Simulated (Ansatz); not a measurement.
**Pd (Fm-3m, 1 atom in the cell): relaxing the cell for a phonon run**

Aim: bring Pd (Fm-3m, 1 atom in the cell) to small forces and stress, as phonons need.

Main program and level: Ansatz 0.2.0; DFT PBE, scalar-relativistic, plane waves, PAW.

**Measured values to reproduce.**

“Dislocation healing during hydrogen absorption and desorption in palladium” (2022, arxiv:2204.14071) quotes from earlier work for Pd, face-centred cubic (pure Pd, 293.15 K): lattice constant a (a of Pd at 20 C, earlier published value) 3.8902 ± 0.0006 Å [literature evaluation of collated data, not a single measurement; authors consider their …].

## 1. Set-up

It takes space group Fm-3m (No. 225, cubic). Conventional cell: a = 3.893 Å, b = 3.893 Å, c = 3.893 Å, α = 90.00°, β = 90.00°, γ = 90.00°. Nearest to Pd lie 12 Pd at 2.75 Å.

As a file:

```cif
data_structure
_symmetry_space_group_name_H-M 'Fm-3m'
_symmetry_Int_Tables_number 225
_cell_length_a 3.8930
_cell_length_b 3.8930
_cell_length_c 3.8930
_cell_angle_alpha 90.000
_cell_angle_beta 90.000
_cell_angle_gamma 90.000
_cell_volume 59.00
loop_
_atom_site_label
_atom_site_type_symbol
_atom_site_symmetry_multiplicity
_atom_site_Wyckoff_symbol
_atom_site_fract_x
_atom_site_fract_y
_atom_site_fract_z
_atom_site_occupancy
Pd1 Pd 4 a 0.00000 0.00000 0.00000 1
```

## 2. A coarse first look

A quick single point on a coarse mesh tells whether the cell has a gap and how far it is from rest, which sets the k mesh and smearing that follow.

Input file input.yaml:

```yaml
crystal:
  lattice:
    - [0.0, 1.9465, 1.9465]
    - [1.9465, 0.0, 1.9465]
    - [1.9465, 1.9465, 0.0]
  atoms:
    - { symbol: Pd, position: [0.0, 0.0, 0.0], spin: 1.0 }
kpoints:
  mp_grid: { grid: [8, 8, 8] }
hamiltonian:
  xc: pbe
scf:
  occupations: { method: gaussian, width: 0.1 }
  lower_state_search: "off"
output:
  forces: true
  stress: true
  eigenvalues: true
  populations: true
magnetization:
  spin_polarized: true
```

Started as:

```console
$ ansatz run input.yaml --threads 4 --pin off --max-ram 7168MiB --backend cpu --events-out ev --progress --plain --runs-dir out
```

Numbers of over 12 decimals in the logs are rounded to 6 here.

The program printed:

```text
Engine: ansatz 0.2.0, aarch64-unknown-linux-gnu
Pseudopotentials: kind: paw
Pseudopotential: Pd, paw, valence charge 18, recommended cutoff 420 eV (normal), Pd.paw.azcp
Functional definition: PBE
  parameter kappa = 0.804
  parameter beta = 0.066725
  exchange = pbe_x(kappa = kappa, mu = beta*pi^2/3)
  correlation = pbe_c(beta = beta)
Crystal: 1 atoms, lattice volume = 14.750 Å³
[...]
k-point 2 ↑: bands = [... 5 lower, 16.9732, 17.3038, 17.3038, 18.7760, 18.7760, 34.3086, 37.8973, 43.3198, ... 1 higher]
  k-point 28 ↓: bands = [... 5 lower, 16.4639, 16.4639, 18.5240, 20.1590, 28.7450, 28.7450, 30.1767, 31.4382, ... 1 higher]
--- Löwdin populations: 1 site ---
  site symbol       q [e]    m [muB]
     0     Pd     17.4132    -0.0001
  spilling = 0.032602 (of n_electrons = 18.000000)
[key lines of the parts left out:]
SCF converged after 22 iterations
Magnetization: -0.0001 μB (8.9999 up, 9.0001 down)
Free energy (F): -6972.820390 eV
Fermi energy:    19.927538 eV
P = ⅓ Tr σ = 7.9553 GPa (79.553 kbar)
```

The job ended after 0.66 s (4 threads of Arm Neoverse V2, shared host; peak memory 0.24 GiB; 2 s of CPU time).

This step gave:

| Item | Value |
| --- | --- |
| pressure | 7.955 GPa |
| volume per atom | 14.75 Å³ |
| gap on the k-mesh | 0 eV |

The coarse mesh shows no gap and a pressure of 8.0 GPa.

## 3. Relaxation

The cell and atoms are relaxed, since residual forces and stress would shift the frequencies.

Input file input.yaml:

```yaml
crystal:
  lattice:
    - [0.0, 1.9465, 1.9465]
    - [1.9465, 0.0, 1.9465]
    - [1.9465, 1.9465, 0.0]
  atoms:
    - { symbol: Pd, position: [0.0, 0.0, 0.0] }
kpoints:
  mp_grid: { grid: [18, 18, 18] }
hamiltonian:
  xc: pbe
scf:
  occupations: { method: gaussian, width: 0.1 }
output:
  forces: true
  stress: true
  eigenvalues: true
relax:
  adjacent_minimum: "off"
  f_tol: 0.005
  max_steps: 80
  cell: { stress_tol: 0.05 }
```

The program printed:

```text
[...]
Crystal: 1 atoms, lattice volume = 14.750 Å³
Basis set: ecut = 420 eV, 283 PW (Γ), exchange–correlation on 40×40×40 points (8 copies of the dense FFT grid, shifted against one another)
Bands: 13, of which v1, the nominal top of the filled ones, is band 9 counted from 1 (8 counted from 0)
Symmetry: 48 space group operations
[...]
k-points: 195 of 5832
[...]
SCF iter   1: F=—  HF=-6972.846006 eV  |F-HF|=—  |Δ(HF+E_count)|=         —  Δρ=4.41e-3  dr2=1.57e-3  ethr=1.77e-3  ⟨swp⟩=5.0  Hψ=14697  notcnv=0
[...]
SCF iter   6: F=-6972.845814 eV  HF=-6972.845814 eV  |F-HF|=1.46e-11  |Δ(HF+E_count)|=   1.37e-9  Δρ=1.44e-6  dr2=1.20e-10  ethr=3.10e-11  ⟨swp⟩=2.0  Hψ=7209  notcnv=0
SCF 1 converged in 6 iterations: F = -6972.845814 eV  dr2 = 1.20e-10
[...]
relax step   1: F+E_penalty+E_count = -6972.84581392 eV  Δ(F+E_penalty+E_count) = +0.000e0 eV  max|allowed force component| = 0.000e0 eV/Å  Δτ_max = 0.0000 Å  P = +7.040 GPa  Ω = 14.750 Å³  (6 SCF iters, dr2 threshold 1.00e-7 eV, accepted)
Crystal: 1 atoms, lattice volume = 15.695 Å³
Basis set: ecut = 420 eV, 331 PW (Γ), exchange–correlation on 40×40×40 points (8 copies of the dense FFT grid, shifted against one another)
[...]
iter 1 solved again at ethr=3.06e-5 eV; its pass at ethr=3.10e-3 eV (dr2=5.50e-3 eV) is discarded
[...]
SCF iter   6: F=-6972.852781 eV  HF=-6972.852781 eV  |F-HF|=1.76e-10  |Δ(HF+E_count)|=   3.76e-8  Δρ=2.59e-6  dr2=4.26e-10  ethr=5.56e-10  ⟨swp⟩=3.5  Hψ=7238  notcnv=0
SCF 2 converged in 6 iterations: F = -6972.852781 eV  dr2 = 4.26e-10
relax step   2: F+E_penalty+E_count = -6972.85278062 eV  Δ(F+E_penalty+E_count) = -6.967e-3 eV  max|allowed force component| = 0.000e0 eV/Å  Δτ_max = 0.0000 Å  P = -3.826 GPa  Ω = 15.695 Å³  energy of the carried Pulay correction = -3.889e-4 eV  (6 SCF iters, dr2 threshold 1.00e-7 eV, accepted)
Crystal: 1 atoms, lattice volume = 15.349 Å³
Basis set: ecut = 420 eV, 307 PW (Γ), exchange–correlation on 40×40×40 points (8 copies of the dense FFT grid, shifted against one another)
[...]
SCF iter   5: F=-6972.857510 eV  HF=-6972.857510 eV  |F-HF|=2.17e-9  |Δ(HF+E_count)|=   1.23e-7  Δρ=1.09e-5  dr2=6.90e-9  ethr=5.56e-10  ⟨swp⟩=4.1  Hψ=8089  notcnv=0
SCF 3 converged in 5 iterations: F = -6972.857510 eV  dr2 = 6.90e-9
relax step   3: F+E_penalty+E_count = -6972.85751011 eV  Δ(F+E_penalty+E_count) = -4.729e-3 eV  max|allowed force component| = 0.000e0 eV/Å  Δτ_max = 0.0000 Å  P = -0.336 GPa  Ω = 15.349 Å³  energy of the carried Pulay correction = -2.492e-4 eV  (5 SCF iters, dr2 threshold 1.00e-7 eV, accepted)
[...]
relax step   4: F+E_penalty+E_count = -6972.85755499 eV  Δ(F+E_penalty+E_count) = -4.488e-5 eV  max|allowed force component| = 0.000e0 eV/Å  Δτ_max = 0.0000 Å  P = -0.005 GPa  Ω = 15.318 Å³  energy of the carried Pulay correction = -2.368e-4 eV  (4 SCF iters, dr2 threshold 1.00e-7 eV, accepted)
[...]
SCF iter   6: F=-6972.857750 eV  HF=-6972.857750 eV  |F-HF|=1.82e-12  |Δ(HF+E_count)|=  1.82e-12  Δρ=5.12e-8  dr2=3.69e-14  ethr=1.00e-12  ⟨swp⟩=4.7  Hψ=8691  notcnv=0
SCF 5 converged in 6 iterations: F = -6972.857750 eV  dr2 = 3.69e-14
relax step   5: F+E_penalty+E_count = -6972.85775003 eV  Δ(F+E_penalty+E_count) = -1.950e-4 eV  max|allowed force component| = 0.000e0 eV/Å  Δτ_max = 0.0000 Å  P = -0.030 GPa  Ω = 15.318 Å³  stress off target by 2.96e-2 GPa  SCF on the basis re-selected at this cell (its energy is not comparable with the rows above)  (6 SCF iters)
basis re-selected at this cell: Δ(F+E_penalty+E_count) = -1.950e-4 eV, ΔP = -0.024 GPa vs the last step (what re-selecting the basis moved, of the pressure what is left beyond the Pulay correction that the steps carried, after the strain that the cell walked since its last selection, with what the two solves' SCF thresholds leave and, on support functions, any second-order correction that the steps lacked; it is no measure of the basis error at this ecutwfc). This SCF's stress stands 2.96e-2 GPa from its target on what of the cell is left free (relax.cell.stress_tol is 5.00e-2 GPa) and its largest allowed force component is 0.00e0 eV/Å (relax.f_tol is 5.00e-3 eV/Å): [rest of the remark cut]
SCF converged after 6 iterations
Free energy (F): -6972.857750 eV
[...]
Internal energy: -6972.845541 eV  (E = F + TS)
E sigma→0 (E₀):  -6972.851645 eV
Entropy (-TS):   -0.012209 eV (-12.209 meV/atom)
Fermi energy:    18.826084 eV
[...]
--- Stress (GPa, compression-positive) ---
       -0.029647      -0.000000      -0.000000
       -0.000000      -0.029647      -0.000000
       -0.000000      -0.000000      -0.029647
  P = ⅓ Tr σ = -0.0296 GPa (-0.296 kbar)
--- Band table (eV; the first three rows and the last of 195) ---
  k-point 0: bands = [... 5 lower, 16.1530, 16.1530, 16.1530, 17.6688, 17.6688, 35.8279, 40.3364, 40.3364]
  k-point 1: bands = [... 5 lower, 16.1154, 16.1901, 16.1901, 17.6512, 17.6512, 35.9372, 39.6110, 40.4545]
  k-point 2: bands = [... 5 lower, 16.0218, 16.2871, 16.2871, 17.6145, 17.6145, 36.1625, 38.1301, 40.7922]
  k-point 194: bands = [... 5 lower, 15.3071, 16.0113, 17.6355, 19.0997, 26.7891, 28.2425, 28.8746, 30.1782]
--- Relaxed structure (4 steps of the walk, 4 accepted, 1 SCFs on fresh bases) ---
  F+E_penalty+E_count = -6972.85775003 eV   max|allowed force component| = 0.000e0 eV/Å   (the final SCF, on the basis selected at the relaxed cell)
  cell:  # Å, volume = 15.3184 Å³
    - [0, 1.971188, 1.971188]
    - [1.971188, 0, 1.971188]
    - [1.971188, 1.971188, 0]
  atoms:
    - { symbol: Pd, position: [0.0, 0.0, 0.0] }
```

It took 2.6 s on 4 threads; peak memory 0.31 GiB; 9.2 s of CPU time.

Relaxation path:

```
step  energy less that of the first step (eV)  largest force component (eV/Å)  pressure (GPa)  volume (Å³)
   1                                   0.0000                          0.0000            7.04        14.75
   2                                  -0.0070                          0.0000           -3.83        15.70
   3                                  -0.0117                          0.0000           -0.34        15.35
   4                                  -0.0117                          0.0000           -0.01        15.32
  5*                                  -0.0119                          0.0000           -0.03        15.32
```

Relaxation steps marked * repeat the geometry before them on a plane-wave basis chosen anew for their cell, so energy and pressure can jump there.

```csv
"conventional cell, symmetrised",before,after,change
a (Å),3.893,3.942,+1.3 %
b (Å),3.893,3.942,+1.3 %
c (Å),3.893,3.942,+1.3 %
volume (Å³/atom),14.75,15.32,+3.9 %
```

The relaxed structure:

```cif
data_structure
_symmetry_space_group_name_H-M 'P 1'
_symmetry_Int_Tables_number 1
_cell_length_a 2.7877
_cell_length_b 2.7877
_cell_length_c 2.7877
_cell_angle_alpha 60.000
_cell_angle_beta 60.000
_cell_angle_gamma 60.000
_cell_volume 15.32
loop_
_atom_site_label
_atom_site_type_symbol
_atom_site_fract_x
_atom_site_fract_y
_atom_site_fract_z
_atom_site_occupancy
Pd1 Pd 0.00000 0.00000 0.00000 1
```

This step gave:

* pressure: -0.02965 GPa
* volume per atom: 15.32 Å³

In this step the volume went from 14.75 to 15.32 Å³/atom.

## 4. Relaxing to small forces for the phonons

Phonons need a cell at rest on their own settings, so the relaxation is repeated with tight tolerances on forces and stress on the k mesh and occupations of the first response run.

Input file input.yaml:

```yaml
crystal:
  lattice:
    - [0.0, 1.9711878732, 1.9711878732]
    - [1.9711878732, 0.0, 1.9711878732]
    - [1.9711878732, 1.9711878732, 0.0]
  atoms:
    - { symbol: Pd, position: [0.0, 0.0, 0.0] }
kpoints:
  mp_grid: { grid: [20, 20, 20] }
hamiltonian:
  xc: pbe
scf:
  occupations: { method: methfessel_paxton, width: 0.2 }
output:
  forces: true
  stress: true
  eigenvalues: true
relax:
  adjacent_minimum: "off"
  f_tol: 0.001
  max_steps: 60
  cell: { stress_tol: 0.01 }
```

The program printed:

```text
[...]
Crystal: 1 atoms, lattice volume = 15.318 Å³
Basis set: ecut = 420 eV, 307 PW (Γ), exchange–correlation on 40×40×40 points (8 copies of the dense FFT grid, shifted against one another)
Bands: 13, of which v1, the nominal top of the filled ones, is band 9 counted from 1 (8 counted from 0)
Symmetry: 48 space group operations
[...]
k-points: 256 of 8000
[...]
k-point 2: bands = [... 5 lower, 16.0422, 16.2641, 16.2641, 17.6210, 17.6210, 36.1277, 38.4468, 40.7150]
  k-point 255: bands = [... 5 lower, 15.6418, 15.6418, 17.5861, 19.0990, 27.5265, 27.5265, 28.8667, 30.1504]
--- Relaxed structure (3 steps of the walk, 3 accepted, 1 SCFs on fresh bases) ---
[...]
cell:  # Å, volume = 15.3157 Å³
    - [0, 1.971072, 1.971072]
    - [1.971072, 0.0, 1.971072]
    - [1.971072, 1.971072, 0]
  atoms:
    - { symbol: Pd, position: [0.0, 0.0, 0.0] }
[key lines of the parts left out:]
SCF converged after 5 iterations
Free energy (F): -6972.848351 eV
Fermi energy:    18.819537 eV
P = ⅓ Tr σ = -0.0005 GPa (-0.005 kbar)
```

It took 2.5 s on 4 threads; peak memory 0.33 GiB; 8.9 s of CPU time.

Little changed from the start: no atom moved by 0.005 Å and no cell edge by 0.1 %.

This step gave:

```yaml
pressure: -4.79e-4 GPa
```

The forces vanish by symmetry and the pressure is 0.000 GPa, within the tolerances set. The cell now holds 15.32 Å³/atom.

## 5. Outcome

```yaml
space_group_after_relaxation_within_0p01_a: Fm-3m
lattice_constant_a: 3.942 Å
lattice_constant_b: 3.942 Å
lattice_constant_c: 3.942 Å
volume_per_atom: 15.3 Å³
```

The forces vanish by symmetry and the pressure is 0.000 GPa, within the tolerances set. The cell now holds 15.32 Å³/atom. The relaxation keeps the symmetry of its start, so it says nothing on stability against lower symmetry. Some magnetic starts kept moments in single points, but the one carried on lost them, and the others were not relaxed, so the runs shown are non-magnetic; if the real compound is magnetic, its cell and modes can differ much.

Computed beside measured:

| quantity | measured | PBE, PAW |
| --- | --- | --- |
| lattice constant a (Å) | 3.8902 | 3.942 (+1.3 %) |

Measured values from arxiv:2204.14071 (2022).

Verdict: The lattice constant a is off by +1.3 %: fair agreement. The grades are ours: good and fair within 0.7 and 1.5 % for the lattice constant a. Zero-point motion and thermal expansion (measured at up to 293.15 K) are not in the computed lattice constants. As a rule both would widen the computed cell, so the excess over experiment is if anything larger than shown.

[Logs are printed without paths, hosts, clocks, repeated set-up lines and the standing remarks that a program may print on its own settings, such as how far it seeks lower states.]

[Hosts, paths, dates, database ids (printed as entryN), source tags and the programs' standing remarks are cut or masked in the printed files.]
